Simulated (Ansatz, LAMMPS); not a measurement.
# Glassy 73GeO2-27Al2O3 (mol %) (117 atoms) under strain, part 2 of 3

Aim: relax glassy 73GeO2-27Al2O3 (mol %) (117 atoms), then change its volume and shape to read moduli from the stress.

Ansatz 0.2.0; Kohn-Sham DFT, RPBE, PAW (set soft_2), plane waves.

The cell: 24 Ge, 18 Al and 75 O. The quench rate of 10 K/ps far exceeds what a furnace or splat quench reaches. The starting topology of bonds comes from the classical model. Sampling is at Γ alone.

So far. Step 2 (Single point at the start): The r.m.s. force at the start is 1.2 eV/Å. Step 3 (Cell and atoms relaxed): The relaxation converged after 16 steps, with a largest force component of 0.017 eV/Å.

## Step 4: Single point at the relaxed geometry

The electronic structure is read at the final geometry, in a run of its own.

Contents of input.yaml:

```yaml
crystal:
  lattice:
    - [11.92159, -0.18827, 0.1275]
    - [-0.18827, 11.97257, 0.07086]
    - [0.1275, 0.07086, 11.85144]
  atoms:
    - { symbol: Ge, position: [0.79987, 0.57778, 0.31197] }
    - { symbol: Ge, position: [0.29482, 0.95464, 0.99494] }
    - { symbol: Ge, position: [0.92375, 0.16128, 0.43237] }
    - { symbol: Ge, position: [0.40335, 0.50873, 0.35274] }
    - { symbol: Ge, position: [0.50581, 0.81027, 0.85821] }
    - { symbol: Ge, position: [0.34815, 0.02461, 0.65988] }
    [... 105 atom lines left out ...]
    - { symbol: O, position: [0.74902, 0.30651, 0.02509] }
    - { symbol: O, position: [0.87806, 0.51472, 0.42981] }
    - { symbol: O, position: [0.88442, 0.94383, 0.65077] }
    - { symbol: O, position: [0.61483, 0.50593, 0.05416] }
    - { symbol: O, position: [0.91926, 0.28437, 0.5095] }
    - { symbol: O, position: [0.33449, 0.93296, 0.13715] }
kpoints:
  mp_grid: { grid: [1, 1, 1] }
hamiltonian:
  xc: rpbe
scf:
  occupations: { method: gaussian, width: 0.05 }
output:
  forces: true
  stress: true
  populations: true
  dos:
    method: { smearing: { sigma: 0.08 } }
    de: 0.1
    projected: { site_lists: { Al: [Al], Ge: [Ge], O: [O] } }
  eigenvalues: true
  write_density: true
  write_potential: true
  volumetric_format: npy
  elf: true
```

Launch:

```console
$ ansatz run input.yaml --threads 4 --pin off --max-ram 8192MiB --backend cpu --events-out ev --progress --plain --runs-dir out
```

Numbers of over 12 decimals in the logs are rounded to 6 here.

What it wrote:

```text
[...]
Crystal: 117 atoms, lattice volume = 1690.903 Å³
Basis set: ecut = 420 eV, 32999 PW (Γ), exchange–correlation on 160×162×160 points (8 copies of the dense FFT grid, shifted against one another)
Bands: 537, of which v1, the nominal top of the filled ones, is band 420 counted from 1 (419 counted from 0)
Symmetry: 1 space group operations
[...]
k-points: 1
[...]
SCF iter   1: F=—  HF=-155683.688697 eV  |F-HF|=—  |Δ(HF+E_count)|=         —  Δρ=4.69e-3  dr2=3.60e-1  ethr=1.77e-3  ⟨swp⟩=6.0  Hψ=2189  notcnv=0  defer=8
[...]
SCF iter  10: F=-155683.614902 eV  HF=-155683.614902 eV  |F-HF|=1.81e-8  |Δ(HF+E_count)|=   1.46e-7  Δρ=1.07e-6  dr2=2.16e-8  ethr=1.19e-11  ⟨swp⟩=15.0  Hψ=3838  notcnv=0
SCF 1 converged in 10 iterations: F = -155683.614902 eV  dr2 = 2.16e-8
[...]
WARN: The input density's exchange-correlation potential varies sharply where the density is thin. Do not read a vacuum level from v_tot or v_xc, or from such a field of the output density. On a cell that repeats whose density bears no net charge and no dipole along the vacuum's axis use v_es (v_loc + v_h of the components); [...]
SCF converged after 10 iterations
Free energy (F): -155683.614902 eV
[...]
Internal energy: -155683.614902 eV  (E = F + TS)
E sigma→0 (E₀):  -155683.614902 eV
Fermi energy:    4.625740 eV
[...]
--- Forces (eV/Å), atoms counted from 1 ---
  atom   1  Ge    -0.01083403     0.00215636    -0.00418418
  atom   2  Ge    -0.00209921    -0.00333327    -0.00822799
  atom   3  Ge    -0.00597022     0.00284806    -0.00354119
  atom   4  Ge     0.00053840    -0.00235293     0.00289345
  atom   5  Ge     0.00443365    -0.00225910     0.00222610
  atom   6  Ge     0.00286442     0.00809065     0.00165523
  atom   7  Ge     0.00605892    -0.00184443    -0.00797957
  atom   8  Ge     0.00125911     0.00284518    -0.00408783
  atom   9  Ge     0.00635343    -0.00039395    -0.00706864
  atom  10  Ge     0.00456382     0.00083668    -0.00013196
  atom  11  Ge    -0.00220595    -0.00184636    -0.00799114
  atom  12  Ge     0.01150341     0.00194810    -0.00122328
  atom  13  Ge    -0.00663437    -0.00347028    -0.00065431
  atom  14  Ge    -0.01092288     0.00607908     0.00281594
[...]
atom 116  O      0.00190860     0.00672830     0.00347308
  atom 117  O      0.00223835    -0.00009731    -0.00780787
  max |Σ_I F_I| component: 9.43e-5 eV/Å
--- Stress (GPa, compression-positive) ---
        0.003215      -0.013216       0.011450
       -0.013222       0.002587      -0.001377
        0.011443      -0.001369       0.008205
  P = ⅓ Tr σ = 0.0047 GPa (0.047 kbar)
--- Band table (eV) ---
[...]
--- Löwdin populations: 117 sites ---
  site symbol       q [e]
     0     Ge     12.3877
     1     Ge     12.3670
     2     Ge     12.4045
[...]
116      O      6.7325
  spilling = 0.005935 (of n_electrons = 840.000000)
```

Wall time 14 s (4 threads of AMD EPYC 9R45, shared host); peak memory 2.6 GiB.

The program notes that the exchange-correlation potential is rough where the density is thin.

Numbers from this run:

- free energy: -155683.6149 eV
- free energy per atom: -1330.6292 eV/atom
- SCF cycles: 10
- pressure: 0.004669 GPa
- r.m.s. force component: 0.00399 eV/Å
- longest force: 0.01658 eV/Å
- Fermi energy: 4.626 eV
- gap (highest filled to lowest empty level): 2.341 eV
- spilling of the projection: 0.005935

Löwdin charges by element and coordination (they lack the spilled electrons, 0.043 e an atom on average):

```csv
element,coordination,atoms,mean charge (e),spread,least,most
Al,all,18,1.38,0.0235,1.34,1.43
Al,4,13,1.39,0.0148,1.36,1.43
Al,5,5,1.35,0.0044,1.34,1.36
Ge,all,24,1.61,0.017,1.58,1.63
O,all,75,-0.779,0.0462,-0.886,-0.706
O,2,53,-0.766,0.0402,-0.886,-0.706
O,3,21,-0.812,0.045,-0.874,-0.738
O,4,1,-0.786,0,-0.786,-0.786
```

Density of states as counts of states in windows of 1 eV (from the Fermi level), total and the larger projections:

```csv
from (eV),to (eV),total,O p,Ge p,Ge s
-10,-9,13.6,7.8,0.4,4.1
-9,-8,15.3,9.3,0.8,3.4
-8,-7,22.5,15.6,1.5,1.9
-7,-6,39.2,29.3,5.0,0.5
-6,-5,56.6,44.0,7.0,0.4
-5,-4,52.0,43.4,3.3,0.2
-4,-3,74.1,66.2,3.0,0.2
-3,-2,113.6,107.8,1.7,0.2
-2,-1,54.6,52.7,0.4,0.1
-1,1,0.0,0.0,0.0,0.0
1,2,2.0,0.3,0.0,0.8
2,3,11.6,3.2,0.9,4.7
3,4,14.4,3.7,1.6,5.2
4,5,19.9,4.3,3.2,4.4
```

The curve was stored every 0.10 eV, coarse against its broadening of 0.08 eV, so these counts are rough.

Between -26 and -10 eV lie 398 more states.

The levels nearest the highest filled one (over half full), pooled over k-points and spins:

```csv
level less the highest filled one (eV),occupation
-0.299,2
-0.184,2
-0.150,2
-0.105,2
-0.0401,2
0,2
2.34,0
3.37,0
3.46,0
3.67,0
3.82,0
3.97,0
```

Valence density in the bc plane at fractional x = 0.004, with atoms of Ge and Al and O within 0.2 Å of it. It is the smooth field of the valence electrons, not physical close to the nuclei.

Ten steps, logarithmic in the rise over the least value, from '0' (0 e/Å³) to '9' (22 e/Å³), each cell a mean:
```
0000000000001489721001356531000011
0000000000011344310001467631000011
0000000000124553100001345421000000
0011100000136764200000122211111100
1233211000124653100000000123443210
2355421111112222100000000124664210
1345321112211000000000011123443210
0122110122221000110000122111111100
0000000011111001111001233210000000
0000000000000001111111344311111100
0112210001100000011001222111122100
1234321011110000000000111001111100
1234431111100000000112210001122110
0122221100000000001123321001344321
0001111100000000000123321002466421
0000011110000000000011110001344310
0000012221000000000000000001111100
0000012321000000000000000000110000
0001123552100000000000000001121000
0133335874221100000000000012443200
1366533443455310000000000014676311
2466532123576421000000000013565311
0233210002455444211000000012232100
0011000000122489721000122211111100
```
Columns run along b (12.0 Å), rows up along c (11.9 Å). Atoms in or near the plane, at fractional coordinates: Ge at (0.44, 0.99), Al at (0.58, 0.52), Al at (0.70, 0.78), Al at (0.23, 0.82), Al at (0.98, 0.03), O at (0.71, 0.93), O at (0.39, 0.84), O at (0.34, 0.10), O at (0.85, 0.13).

ELF in the bc plane at fractional x = 0.004, with atoms of Ge and Al and O within 0.2 Å of it. It is the smooth field of the valence electrons, not physical close to the nuclei.

Ten even steps from '0' (0.00) to '9' (0.85), each cell a mean:
```
1100000100012200122104898985100111
3100001110024432221016974895100123
1000000001378887410004899962000122
1223210001699479620001467522454211
3788861000478899720000000058999710
6999983023224777410000000189889820
5899962267641000000001111158998510
1467631378872000111001466312332100
0012101245542001111114799731010000
0012100000100001123215899841353100
0467630013321000121002677522576310
3799851136763000000000122111233210
3789852125663000010136631002333311
1456532112221000011479974015898862
0012222210000000000379984017999984
0000134543100000000146641015898863
0000257775200000000000000002344320
0000146654200000000000000001111000
0232122222111100000000110012444200
3798631002467630000000000036898620
5997873125889962000000000269859941
4997984237857962111000000279979950
0599852026998632222100122125777510
0145310002465200133101477631121000
```
Columns run along b (12.0 Å), rows up along c (11.9 Å). Atoms in or near the plane, at fractional coordinates: Ge at (0.44, 0.99), Al at (0.58, 0.52), Al at (0.70, 0.78), Al at (0.23, 0.82), Al at (0.98, 0.03), O at (0.71, 0.93), O at (0.39, 0.84), O at (0.34, 0.10), O at (0.85, 0.13).

Between filled and empty levels lie 2.34 eV (at Γ alone); a semilocal functional tends to put such gaps too low. In a disordered cell it changes from sample to sample, and tail or defect levels can set it. Mean Löwdin charges: Al +1.38, Ge +1.61, O -0.78 e (they miss 0.59 % of the electrons, so they add up to more than the cell's charge). The largest share in the top eV of filled states is O p (97 % of the projected weight), and in the lowest eV of empty states Ge s (42 % of the projected weight).

## Step 5: Volume -3 %

The relaxed cell is scaled evenly and the atoms are relaxed again; the stress at the end gives one point of P(V).

input.yaml, the sections that differ from step 4:

```yaml
crystal:
  lattice:
    - [11.80116, -0.18637, 0.12621]
    - [-0.18637, 11.85163, 0.07014]
    - [0.12621, 0.07014, 11.73172]
  atoms:
    [... the 117 atom lines of step 4 ...]
output:
  forces: true
  eigenvalues: true
  stress: true
relax:
  f_tol: 0.05
  max_steps: 70
# kpoints, hamiltonian, scf: as in step 4
```

What it wrote:

```text
Warning: output.stress: scf.convergence.dr2_threshold = 1e-7 eV (the SCF's general default) is looser than the 1.08e-8 eV advised for a printed stress (1e-10 eV for each atom of the cell: 117, of which 108 are counted). What an SCF threshold leaves in a stress goes as its square root, and in the free energy as the threshold itself, and one threshold admits the most on a small cell: [...]
[...]
Crystal: 117 atoms, lattice volume = 1640.176 Å³
Basis set: ecut = 420 eV, 32117 PW (Γ), exchange–correlation on 160×160×160 points (8 copies of the dense FFT grid, shifted against one another)
Bands: 537, of which v1, the nominal top of the filled ones, is band 420 counted from 1 (419 counted from 0)
Symmetry: 1 space group operations
[...]
k-points: 1
[...]
SCF iter   1: F=—  HF=-155683.004545 eV  |F-HF|=—  |Δ(HF+E_count)|=         —  Δρ=4.59e-3  dr2=3.45e-1  ethr=1.77e-3  ⟨swp⟩=6.0  Hψ=2111  notcnv=0  defer=94
[...]
SCF iter   6: F=—  HF=-155682.954741 eV  |F-HF|=—  |Δ(HF+E_count)|=   2.59e-4  Δρ=5.14e-5  dr2=3.99e-5  ethr=2.53e-8  ⟨swp⟩=2.0  Hψ=719  notcnv=0  defer=109
SCF iter   7: F=-155682.954769 eV  HF=-155682.954764 eV  |F-HF|=5.40e-6  |Δ(HF+E_count)|=   2.22e-5  Δρ=1.51e-5  dr2=4.18e-6  ethr=4.75e-9  ⟨swp⟩=12.0  Hψ=2687  notcnv=0
SCF 1 converged in 7 iterations: F = -155682.954769 eV  dr2 = 4.18e-6
[...]
relax step   1: F+E_penalty+E_count = -155682.95476901 eV  Δ(F+E_penalty+E_count) = +0.000e0 eV  max|allowed force component| = 3.958e-1 eV/Å  Δτ_max = 0.0000 Å  (7 SCF iters, dr2 threshold 6.25e-5 eV, accepted)
[...]
relax step   2: F+E_penalty+E_count = -155683.17829907 eV  Δ(F+E_penalty+E_count) = -2.235e-1 eV  max|allowed force component| = 2.195e-1 eV/Å  Δτ_max = 0.0461 Å  (6 SCF iters, dr2 threshold 9.79e-6 eV, accepted)
[...]
relax step   3: F+E_penalty+E_count = -155683.30903948 eV  Δ(F+E_penalty+E_count) = -1.307e-1 eV  max|allowed force component| = 1.116e-1 eV/Å  Δτ_max = 0.0596 Å  (8 SCF iters, dr2 threshold 3.01e-6 eV, accepted)
relax step   4: F+E_penalty+E_count = -155683.29547174 eV  Δ(F+E_penalty+E_count) = +1.357e-2 eV  max|allowed force component| = 3.028e-1 eV/Å  Δτ_max = 0.2000 Å  (9 SCF iters, dr2 threshold 3.22e-6 eV, rejected (line search))
relax step   5: F+E_penalty+E_count = -155683.34976573 eV  Δ(F+E_penalty+E_count) = -4.073e-2 eV  max|allowed force component| = 7.783e-2 eV/Å  Δτ_max = 0.0982 Å  (10 SCF iters, accepted)
relax step   6: F+E_penalty+E_count = -155683.35317743 eV  Δ(F+E_penalty+E_count) = -3.412e-3 eV  max|allowed force component| = 5.138e-2 eV/Å  Δτ_max = 0.0323 Å  (9 SCF iters, accepted)
relax step   7: F+E_penalty+E_count = -155683.34917919 eV  Δ(F+E_penalty+E_count) = +3.998e-3 eV  max|allowed force component| = 9.513e-2 eV/Å  Δτ_max = 0.1500 Å  (9 SCF iters, rejected (line search))
relax step   8: F+E_penalty+E_count = -155683.35762549 eV  Δ(F+E_penalty+E_count) = -4.448e-3 eV  max|allowed force component| = 6.410e-2 eV/Å  Δτ_max = 0.0750 Å  (9 SCF iters, accepted)
[...]
relax step   9: F+E_penalty+E_count = -155683.35987170 eV  Δ(F+E_penalty+E_count) = -2.246e-3 eV  max|allowed force component| = 3.380e-2 eV/Å  Δτ_max = 0.0249 Å  (8 SCF iters, accepted)
SCF converged after 8 iterations
Free energy (F): -155683.359872 eV
[...]
Internal energy: -155683.359872 eV  (E = F + TS)
E sigma→0 (E₀):  -155683.359872 eV
Fermi energy:    4.991717 eV
[...]
Σ components = -155683.359872   (vs F -155683.359872, Δ=0.00e0)
--- Forces (eV/Å), atoms counted from 1 ---
  atom   1  Ge    -0.00543838     0.01046083    -0.00256066
  atom   2  Ge     0.00934210    -0.00938602    -0.01442710
  atom   3  Ge     0.00043408     0.00403646     0.00194619
  atom   4  Ge    -0.01122253     0.00914900     0.01622040
[...]
atom 117  O      0.00036709     0.00261667    -0.00316758
  max |Σ_I F_I| component: 1.09e-4 eV/Å
--- Stress (GPa, compression-positive) ---
        1.694248      -0.047478       0.122703
       -0.047485       1.822849       0.129113
        0.122693       0.129124       1.656752
  P = ⅓ Tr σ = 1.7246 GPa (17.246 kbar)
--- Band table (eV) ---
[...]
--- Relaxed structure (9 steps of the walk, 7 accepted, 0 SCFs on fresh bases) ---
  F+E_penalty+E_count = -155683.35987170 eV   max|allowed force component| = 3.380e-2 eV/Å
  atoms:
    - { symbol: Ge, position: [0.800287, 0.574286, 0.310119] }
    - { symbol: Ge, position: [0.300741, 0.955249, 0.993922] }
    - { symbol: Ge, position: [0.919268, 0.160867, 0.432367] }
    - { symbol: Ge, position: [0.402637, 0.507842, 0.356943] }
[...]
- { symbol: O, position: [0.345106, 0.927081, 0.135018] }
```

Elapsed: 95 s, on 4 threads; peak memory 2.6 GiB.

The program notes that the SCF threshold is loose for the stress.

The relaxation converged after 9 steps, 0.405 eV below its start, with a largest force component of 0.034 eV/Å.

Volume -3 %: the energy stands 0.255 eV above that of the reference, at a pressure of 1.72 GPa.

## Step 6: Volume +3 %

The relaxed cell is scaled to another volume.

Input and log are left out; they have the form of those shown for this kind of step.

The job ended after 89 s (4 threads of AMD EPYC 9R45, shared host; peak memory 2.7 GiB).

The relaxation converged after 8 steps, 0.341 eV below its start, with a largest force component of 0.018 eV/Å.

Volume +3 %: the energy stands 0.264 eV above that of the reference, at a pressure of -1.67 GPa.

## Step 7: Volume -6 %

The relaxed cell is scaled to another volume.

Input and log are left out; they have the form of those shown for this kind of step.

Elapsed: 3 min, on 4 threads of AMD EPYC 9R45, shared host; peak memory 2.5 GiB.

The relaxation converged after 18 steps, 1.92 eV below its start, with a largest force component of 0.021 eV/Å.

Volume -6 %: the energy stands 0.931 eV above that of the reference, at a pressure of 3.28 GPa.

## Step 8: Volume +6 %

The relaxed cell is scaled to another volume.

Input and log are left out; they have the form of those shown for this kind of step.

It took 78 s on 4 threads of AMD EPYC 9R45, shared host; peak memory 2.9 GiB.

The relaxation converged after 7 steps, 1.24 eV below its start, with a largest force component of 0.025 eV/Å.

Volume +6 %: the energy stands 1.04 eV above that of the reference, at a pressure of -3.32 GPa.

## Step 9: Volume -10 %

The relaxed cell is scaled to another volume.

Input and log are left out; they have the form of those shown for this kind of step.

Run time: 2.6 min. Hardware: 4 threads of AMD EPYC 9R45, shared host; peak memory 2.5 GiB.

The relaxation converged after 17 steps, 5.73 eV below its start, with a largest force component of 0.029 eV/Å.

Volume -10 %: the energy stands 2.84 eV above that of the reference, at a pressure of 5.78 GPa.

## Step 10: Stretched by 1 % along x

The relaxed cell is strained along x alone, which gives the stiffness along x and its coupling to y and z.

input.yaml, the sections that differ from step 5:

```yaml
crystal:
  lattice:
    - [12.04081, -0.18827, 0.1275]
    - [-0.19015, 11.97257, 0.07086]
    - [0.12878, 0.07086, 11.85144]
  atoms:
    [... the 117 atom lines of step 4 ...]
# kpoints, hamiltonian, scf, output, relax: as in step 5
```

What it wrote:

```text
[...]
Crystal: 117 atoms, lattice volume = 1707.812 Å³
Basis set: ecut = 420 eV, 33323 PW (Γ), exchange–correlation on 162×162×160 points (8 copies of the dense FFT grid, shifted against one another)
Bands: 537, of which v1, the nominal top of the filled ones, is band 420 counted from 1 (419 counted from 0)
Symmetry: 1 space group operations
[...]
k-points: 1
[...]
SCF iter   1: F=—  HF=-155683.558549 eV  |F-HF|=—  |Δ(HF+E_count)|=         —  Δρ=4.69e-3  dr2=3.65e-1  ethr=1.77e-3  ⟨swp⟩=6.0  Hψ=2194  notcnv=0  defer=6
[...]
SCF iter   7: F=-155683.485213 eV  HF=-155683.485209 eV  |F-HF|=4.29e-6  |Δ(HF+E_count)|=   1.62e-5  Δρ=1.85e-5  dr2=6.18e-6  ethr=4.80e-9  ⟨swp⟩=10.0  Hψ=2399  notcnv=0
SCF 1 converged in 7 iterations: F = -155683.485213 eV  dr2 = 6.18e-6
[...]
relax step   1: F+E_penalty+E_count = -155683.48521304 eV  Δ(F+E_penalty+E_count) = +0.000e0 eV  max|allowed force component| = 3.230e-1 eV/Å  Δτ_max = 0.0000 Å  (7 SCF iters, dr2 threshold 6.25e-5 eV, accepted)
[...]
relax step   2: F+E_penalty+E_count = -155683.53411083 eV  Δ(F+E_penalty+E_count) = -4.890e-2 eV  max|allowed force component| = 1.738e-1 eV/Å  Δτ_max = 0.0246 Å  (6 SCF iters, dr2 threshold 6.52e-6 eV, accepted)
[...]
relax step   3: F+E_penalty+E_count = -155683.55647383 eV  Δ(F+E_penalty+E_count) = -2.236e-2 eV  max|allowed force component| = 4.121e-2 eV/Å  Δτ_max = 0.0234 Å  (9 SCF iters, accepted)
SCF converged after 9 iterations
Free energy (F): -155683.556474 eV
[...]
Internal energy: -155683.556474 eV  (E = F + TS)
E sigma→0 (E₀):  -155683.556474 eV
Fermi energy:    4.506511 eV
[...]
--- Forces (eV/Å), atoms counted from 1 ---
  atom   1  Ge     0.01029785    -0.01010672    -0.00153252
  atom   2  Ge    -0.00032219     0.01123914     0.01521490
  atom   3  Ge     0.00609483    -0.00162550    -0.00943623
  atom   4  Ge     0.00528151    -0.00032001     0.01506449
  atom   5  Ge     0.01030079    -0.02716648    -0.01098992
  atom   6  Ge     0.00546410    -0.01318258    -0.01854689
  atom   7  Ge    -0.00696014    -0.01541395    -0.00922778
  atom   8  Ge     0.01631439    -0.00887958     0.01207144
  atom   9  Ge    -0.00082231     0.01362707     0.00142788
  atom  10  Ge    -0.03285216     0.00028399     0.01650021
  atom  11  Ge     0.01732530     0.00334166     0.00682146
  atom  12  Ge    -0.00712933     0.00509536     0.02625689
  atom  13  Ge    -0.03471317    -0.01931714     0.00314893
  atom  14  Ge    -0.02352074    -0.00965639     0.00815889
[...]
atom 116  O     -0.02864736     0.00690948    -0.01994315
  atom 117  O     -0.01247325     0.00912142     0.00143057
  max |Σ_I F_I| component: 8.78e-5 eV/Å
--- Stress (GPa, compression-positive) ---
       -1.113675       0.015725      -0.051528
        0.015719      -0.453246      -0.047069
       -0.051535      -0.047061      -0.474402
  P = ⅓ Tr σ = -0.6804 GPa (-6.804 kbar)
--- Band table (eV) ---
[...]
--- Relaxed structure (3 steps of the walk, 3 accepted, 0 SCFs on fresh bases) ---
  F+E_penalty+E_count = -155683.55647383 eV   max|allowed force component| = 4.121e-2 eV/Å
  atoms:
    - { symbol: Ge, position: [0.798376, 0.578087, 0.312170] }
    - { symbol: Ge, position: [0.293019, 0.953741, 0.994928] }
    - { symbol: Ge, position: [0.925437, 0.161741, 0.433347] }
    - { symbol: Ge, position: [0.403095, 0.508822, 0.352585] }
[...]
- { symbol: O, position: [0.332373, 0.932477, 0.137338] }
```

The job ended after 31 s (4 threads; peak memory 2.7 GiB; 1.9 min of CPU time).

The relaxation converged after 3 steps, 0.0713 eV below its start, with a largest force component of 0.041 eV/Å.

Stretched by 1 % along x: the energy stands 0.0584 eV above that of the reference, at a pressure of -0.680 GPa.

(Continued in part 3 of 3.)

[Logs are printed without paths, hosts, clocks, repeated set-up lines and the standing remarks that a program may print on its own settings, such as how far it seeks lower states.]

[Hosts, paths, dates, database ids (printed as entryN), source tags and the programs' standing remarks are cut or masked in the printed files.]
